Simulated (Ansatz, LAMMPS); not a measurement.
# Gap against volume in amorphous Cd12Hg24S36 (72 atoms)

Density of this cell: 6.26 g/cm³. The cell holds 72 atoms: 12 Cd, 24 Hg and 36 S. Cell: a = 11.273 Å, b = 12.257 Å, c = 14.284 Å, α = 84.2°, β = 90.1°, γ = 81.2°. The starting structure: 72 atoms (12 Cd, 24 Hg, 36 S) placed at random at 6.45 g/cm³, melted at 2500 K for 10 ps at fixed volume with the Stillinger-Weber II-VI potential (Zhou et al., Phys. Rev. B 88, 085309 (2013)). Quenched from 2500 K to 100 K at 1000 K/ps and fixed volume, held 5 ps, then minimised at fixed cell.

Calculated with Ansatz 0.2.0: Kohn-Sham DFT, r2SCAN, PAW (set soft_2), plane waves; cutoff 500 eV, Γ point, fermi-dirac smearing of 0.05 eV. The relaxed cell was scaled evenly and the atoms were relaxed at each volume. The gap is that between the highest filled and the lowest empty Kohn-Sham level on the run's k-points.

```
volume (Å³/atom)  gap (eV)
          24.251               1.287
          25.329               1.376
          26.138               1.403
          26.946               1.418
          27.754                   ?
          28.563               1.454
```

Task: Fit a straight line in ln V to the rows given and interpolate to the withheld row.

**Working.**

A volume deformation potential makes the spacing linear in u = ln(V/V0), with V0 = 26.946 Å³ the relaxed volume; v is the spacing.

```
u = ln(V/V0)  v (eV)
   -0.105360   1.287
  -0.0618752  1.3763
  -0.0304594  1.4032
           0  1.4181
   0.0582686  1.4542
```

With n = 5: mean u = -0.0278853, mean v = 1.38776, Σ(u − ū)² = 0.015364, Σ(u − ū)(v − v̄) = 0.014726. Slope b = 0.014726 / 0.015364 = 0.95847; intercept a = v̄ − b ū = 1.4145.

At the withheld volume u = 0.02956, and v = a + b u.

Prediction at 27.754: 1.443 eV. The run gave 1.421 eV, so the fit is high by 0.022 eV (1.5 % of the value).

The rows follow a line only loosely (correlation 0.94 in size over all rows, under the 0.97 asked here), so the slope of +0.96 eV is a mean trend and no deformation potential. Among the rows given, the largest miss of the fit is at 24.251, by 0.027 eV (16 % of the range of the table).

Limits: The table spans 16 % in volume, wide for a linear law. Semilocal functionals tend to put gaps under measured ones. Only the Γ point is sampled. Atoms move by up to 0.9 Å in these relaxations, so the structure changes along the series. Defect or tail levels can set the spacing of a disordered cell. Spin–orbit coupling is left out, which matters for the levels of the heavy elements.

[Logs are printed without paths, hosts, clocks, repeated set-up lines and the standing remarks that a program may print on its own settings, such as how far it seeks lower states.]

[Hosts, paths, dates, database ids (printed as entryN), source tags and the programs' standing remarks are cut or masked in the printed files.]
